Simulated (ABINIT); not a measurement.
## LiHF2 (C2/m): G0W0 with ABINIT, start to end

How does a plane-wave GW calculation on LiHF2 (C2/m) run from the first input to the gap?

Main program and level: ABINIT 10.8.3; PBEsol and many-body steps on it, plane waves.

## 1. The structure

The structure is monoclinic, space group C2/m (No. 12). The conventional cell has a = 5.095 Å, b = 3.070 Å, c = 4.903 Å, α = 90.00°, β = 121.02°, γ = 90.00°. Li has 6 F at 2.00 to 2.04 Å nearest. Nearest to H lie 2 F at 1.14 Å. Nearest to F lie 1 H at 1.14 Å and 3 Li at 2.00 to 2.04 Å. Farther neighbours and most contacts between anions are not listed.

Structure file:

```cif
data_structure
_symmetry_space_group_name_H-M 'P 1'
_symmetry_Int_Tables_number 1
_cell_length_a 2.9742
_cell_length_b 2.9742
_cell_length_c 4.9029
_cell_angle_alpha 116.197
_cell_angle_beta 116.197
_cell_angle_gamma 62.139
_cell_volume 32.86
loop_
_atom_site_label
_atom_site_type_symbol
_atom_site_fract_x
_atom_site_fract_y
_atom_site_fract_z
_atom_site_occupancy
Li1 Li 0.00000 0.00000 0.00000 1
H2 H 0.00000 0.00000 0.50000 1
F3 F 0.20980 0.20980 0.75070 1
F4 F 0.79020 0.79020 0.24930 1
```

The cell and positions are those that the Materials Project relaxed with its own functionals (PBE, PBE+U or r2SCAN), kept fixed.

## 2. Ground state

This step: ABINIT 10.8.3; DFT, PBEsol, plane waves, norm-conserving pseudopotentials.

The ground-state density comes first.

Input file run.abi:

```
acell 3*1.0 Angstrom
rprim 
  2.547496000000 -1.534899000000 0.000000000000
  2.547496000000 1.534899000000 0.000000000000
  -2.526944000000 -0.000000000000 4.201520000000
ntypat 3
znucl 3 1 9
natom 4
typat 1 2 3 3
xred 
  0.000000000000 0.000000000000 0.000000000000
  0.000000000000 0.000000000000 0.500000000000
  0.209803000000 0.209803000000 0.750702000000
  0.790197000000 0.790197000000 0.249298000000
pp_dirpath "pseudos"
pseudos "Li.upf, H.upf, F.upf"
ecut 36
ngkpt 8 8 6
nshiftk 1
shiftk 0 0 0
kptopt 1
chksymbreak 0
nband 15
occopt 1
tolvrs 1e-10
nstep 60
prtwf 0
optforces 0
optstress 0
indata_prefix "in"
outdata_prefix "out"
tmpdata_prefix "tmp"
```

The run is started by

```
$ OMP_NUM_THREADS=1 mpirun -n 4 abinit run.abi > log
```

Numbers of over 12 decimals in the logs are rounded to 6 here.

The log of the run:

```text
.Version 10.8.3 of ABINIT. v10.8.2 released Aug 2026.

 Symmetries : space group C2/m (# 12); Bravais mC (1-face-center monocl.)
================================================================================
 Values of the parameters that define the memory need of the present run
     intxc =       0    ionmov =       0      iscf =       7    lmnmax =       5
     lnmax =       5     mgfft =      54  mpssoang =       3    mqgrid =    3001
     natom =       4  nloc_mem =       1    nspden =       1   nspinor =       1
    nsppol =       1      nsym =       4    n1xccc =    2501    ntypat =       3
    occopt =       1   xclevel =       2
-    mband =          15        mffmem =           1         mkmem =          29
       mpw =        2308          nfft =       55296          nkpt =         114
================================================================================
  Rough estimation (10% accuracy) of disk space for files :
================================================================================

--------------------------------------------------------------------------------
------------- Echo of variables that govern the present computation ------------
--------------------------------------------------------------------------------
 -outvars: echo values of preprocessed input variables --------
            acell      1.8897261259E+00  1.8897261259E+00  1.8897261259E+00 Bohr

      chksymbreak           0
             ecut      3.60000000E+01 Hartree
-          fftalg         312

              ixc     -116133
              kpt      0.00000000E+00  0.00000000E+00  0.00000000E+00
                       1.25000000E-01  0.00000000E+00  0.00000000E+00
                       2.50000000E-01  0.00000000E+00  0.00000000E+00
                       3.75000000E-01  0.00000000E+00  0.00000000E+00
                       5.00000000E-01  0.00000000E+00  0.00000000E+00
                       1.25000000E-01  1.25000000E-01  0.00000000E+00
                       2.50000000E-01  1.25000000E-01  0.00000000E+00
                       3.75000000E-01  1.25000000E-01  0.00000000E+00
                       5.00000000E-01  1.25000000E-01  0.00000000E+00
   [... 39 further rows ...]
                      -3.75000000E-01  5.00000000E-01  1.66666667E-01
                      -2.50000000E-01  5.00000000E-01  1.66666667E-01
                       outvar_i_n : Printing only first  50 k-points.
         kptrlatt        8    0    0      0    8    0      0    0    6
          kptrlen      4.49628416E+01
P           mkmem          29
            natom           4
            nband          15
            ngfft          32      32      54
             nkpt         114
            nstep          60
             nsym           4
           ntypat           3
              occ      2.000000  2.000000  2.000000  2.000000  2.000000  2.000000
                       2.000000  2.000000  2.000000  0.000000  0.000000  0.000000
[...]
optforces           0
        optstress           0
            prtwf           0
            rprim      2.5474960000E+00 -1.5348990000E+00  0.0000000000E+00
[...]
spgroup          12

           tolvrs      1.00000000E-10

             xred      0.0000000000E+00  0.0000000000E+00  0.0000000000E+00
[...]
znucl        3.00000    1.00000    9.00000

================================================================================

 chkinp: Checking input parameters for consistency.

================================================================================
== DATASET  1 ==================================================================
-   mpi_nproc: 4, omp_nthreads: 1 (-1 if OMP is not activated)

--- !DatasetInfo
iteration_state: {dtset: 1, }
dimensions: {natom: 4, nkpt: 114, mband: 15, nsppol: 1, nspinor: 1, nspden: 1, mpw: 2308, }
cutoff_energies: {ecut:  36.0, pawecutdg:  -1.0, }
electrons: {nelect:   1.80000000E+01, charge:   0.00000000E+00, occopt:   1.00000000E+00, tsmear:   1.00000000E-02, }

 Real(R)+Recip(G) space primitive vectors, cartesian coordinates (Bohr,Bohr^-1):
 R(1)=  4.8140697 -2.9005387  0.0000000  G(1)=  0.1038622 -0.1723818  0.0624664
 R(2)=  4.8140697  2.9005387  0.0000000  G(2)=  0.1038622  0.1723818  0.0624664
 R(3)= -4.7752321  0.0000000  7.9397221  G(3)=  0.0000000  0.0000000  0.1259490
 Unit cell volume ucvol=  2.2173096E+02 bohr^3
 Angles (23,13,12)=  1.16197186E+02  1.16197186E+02  6.21390048E+01 degrees

 getcut: wavevector=  0.0000  0.0000  0.0000  ngfft=  32  32  54
         ecut(hartree)=     36.000   => boxcut(ratio)=   2.10945

--- Pseudopotential description ------------------------------------------------
- Li Generated using ONCVPSP code by D. R. Hamann
-  3.00000   3.00000  180301                  znucl, zion, pspdat
12 -116133 1 -1 1944                          pspcod,pspxc,lmax,lloc,mmax
     nproj     2     2     0
  pspatm : epsatm=    2.60875052
         --- l  ekb(1:nproj) -->
[...]
pspatm: atomic psp has been read  and splines computed

- H Generated using ONCVPSP code by D. R. Hamann
-  1.00000   1.00000  180301                  znucl, zion, pspdat
12 -116133 1 -1 1180                          pspcod,pspxc,lmax,lloc,mmax
     nproj     2     1     0
  pspatm : epsatm=    0.35585368
         --- l  ekb(1:nproj) -->
[...]
1   -0.494138
 pspatm: atomic psp has been read  and splines computed

- F Generated using ONCVPSP code by D. R. Hamann
-  9.00000   7.00000  180301                  znucl, zion, pspdat
12 -116133 2 -1 832                           pspcod,pspxc,lmax,lloc,mmax
     nproj     2     2     1
  pspatm : epsatm=    4.89824381
         --- l  ekb(1:nproj) -->
[...]
2   -2.394754
 pspatm: atomic psp has been read  and splines computed

   2.29699653E+02                                ecore*ucvol(ha*bohr**3)
--------------------------------------------------------------------------------

_setup2: Arith. and geom. avg. npw (full set) are    2287.674    2287.660

================================================================================

--- !BeginCycle
iteration_state: {dtset: 1, }
solver: {iscf: 7, nstep: 60, nline: 4, wfoptalg: 0, }
tolerances: {tolvrs: 1.00E-10, }

     iter   Etot(hartree)      deltaE(h)  residm     vres2
 ETOT  1  -56.940342697907    -5.694E+01 7.718E-02 1.915E+02
 ETOT  2  -56.975742208849    -3.540E-02 2.588E-02 1.155E+02
 ETOT  3  -57.019963647304    -4.422E-02 3.500E-03 2.977E+00
 ETOT  4  -57.020605962096    -6.423E-04 9.599E-04 1.286E-01
 ETOT  5  -57.020611170242    -5.208E-06 1.125E-04 6.626E-03
 ETOT  6  -57.020611460289    -2.900E-07 2.089E-04 2.325E-04
 ETOT  7  -57.020611475963    -1.567E-08 2.552E-05 6.574E-06
 ETOT  8  -57.020611476808    -8.453E-10 4.575E-05 1.192E-07
 ETOT  9  -57.020611476811    -3.467E-12 5.097E-06 4.513E-09
 ETOT 10  -57.020611476812    -8.384E-13 9.322E-06 4.072E-11

 At SCF step   10       vres2   =  4.07E-11 < tolvrs=  1.00E-10 =>converged.

--- !ResultsGS
iteration_state: {dtset: 1, }
comment   : Summary of ground state results
lattice_vectors:
- [  4.8140697,  -2.9005387,   0.0000000, ]
- [  4.8140697,   2.9005387,   0.0000000, ]
- [ -4.7752321,  -0.0000000,   7.9397221, ]
lattice_lengths: [   5.62036,    5.62036,    9.26510, ]
lattice_angles: [116.197, 116.197,  62.139, ] # degrees, (23, 13, 12)
lattice_volume:   2.2173096E+02
convergence: {deltae: -8.384E-13, res2:  4.072E-11, residm:  9.322E-06, diffor:  0.000E+00, }
etotal    :  -5.70206115E+01
entropy   :   0.00000000E+00
fermie    :  -9.54477673E-02
cartesian_stress_tensor: null
pressure_GPa: null
xred      :
- [  0.0000E+00,   0.0000E+00,   0.0000E+00, Li]
- [ -1.8873E-18,  -1.8873E-18,   5.0000E-01,  H]
- [  2.0980E-01,   2.0980E-01,   7.5070E-01,  F]
- [  7.9020E-01,   7.9020E-01,   2.4930E-01,  F]
cartesian_forces: null
force_length_stats: {min: null, max: null, mean: null, }

 Integrated electronic density in atomic spheres:
 ------------------------------------------------
 Atom  Sphere_radius  Integrated_density
[...]
4        2.00000          7.13882862
================================================================================

 ----iterations are completed or convergence reached----

 Mean square residual over all n,k,spin=   58.081E-10; max=  93.220E-07
 reduced coordinates (array xred) for    4 atoms
       0.000000000000      0.000000000000      0.000000000000
      -0.000000000000     -0.000000000000      0.500000000000
       0.209803000000      0.209803000000      0.750702000000
       0.790197000000      0.790197000000      0.249298000000
 rms dE/dt=  0.0000E+00; max dE/dt=  0.0000E+00; dE/dt below (all hartree)
    1       0.000000000000      0.000000000000      0.000000000000
    2       0.000000000000      0.000000000000      0.000000000000
    3       0.000000000000      0.000000000000      0.000000000000
    4       0.000000000000      0.000000000000      0.000000000000

 cartesian coordinates (angstrom) at end:
    1      0.000000     0.000000     0.000000
    2     -1.263472    -0.000000     2.100760
    3     -0.828037    -0.000000     3.154089
    4      3.396085     0.000000     1.047431
 length scales=  1.889726125908  1.889726125908  1.889726125908 bohr
              =  1.000000000000  1.000000000000  1.000000000000 angstroms
 prteigrs : about to open file out_EIG
 Fermi (or HOMO) energy (hartree) =  -0.09545   Average Vxc (hartree)=  -0.34672
 Eigenvalues (hartree) for nkpt= 114  k points:
 kpt#   1, nband= 15, wtk=  0.00260, kpt=  0.0000  0.0000  0.0000 (reduced coord)
  -1.56146   -0.85973   -0.80305   -0.29430   -0.10859   -0.10728   -0.10442   -0.10324
  -0.10010    0.21342    0.37287    0.55164    0.60248    0.60363    0.63679
 prteigrs : prtvol=0 or 1, do not print more k-points.

--- !EnergyTerms
iteration_state     : {dtset: 1, }
comment             : Components of total free energy in Hartree
kinetic             :  3.81129825162862E+01
hartree             :  1.73052788317714E+01
xc                  : -1.28922123458205E+01
Ewald energy        : -3.45370259623522E+01
psp_core            :  1.03593854325274E+00
local_psp           : -5.61734467060159E+01
non_local_psp       : -9.87212635393408E+00
total_energy        : -5.70206114768123E+01
total_energy_eV     : -1.55160988287756E+03
band_energy         : -8.27201961937264E+00

== END DATASET(S) ==============================================================
================================================================================

 -outvars: echo values of variables after computation  --------
           etotal     -5.7020611477E+01
            nband          15
             nkpt         114
          spgroup          12
 [... the other variables as echoed above ...]

 Calculation completed.
```

Elapsed: 29 s, on 4 MPI ranks of Arm Neoverse V1, shared host; peak memory 0.33 GiB.

This step gave:

```
total energy               : -1551.6099 eV
gap                        : 8.405 eV
k of the valence top       : 0.125, 0.125, 0.3333
k of the conduction bottom : 0, 0, 0
least direct gap           : 8.531 eV
```

The gap is indirect, with the least direct gap 0.13 eV higher.

[end of part 1 of 3]

[Paths, hosts, dates, memory and timing lines, banners, echoed tables and standing remarks are left out of the program output.]

[Logs are printed without paths, hosts, clocks, repeated set-up lines and the standing remarks that a program may print on its own settings, such as how far it seeks lower states.]

[Runs of the session that timed out or met a known fault of the program may be left out.]

[Hosts, paths, dates, database ids (printed as entryN), source tags and the programs' standing remarks are cut or masked in the printed files.]

[G0W0 gaps are taken among the corrected bands and points alone; a level outside them can change the order at an edge.]

[Where Ansatz stands beside ABINIT at settings called matched, ABINIT's density can come from a denser mesh and the files from another edition; pairs whose starting gaps differed by over 0.03 eV were left out, so agreement reads better than it is.]
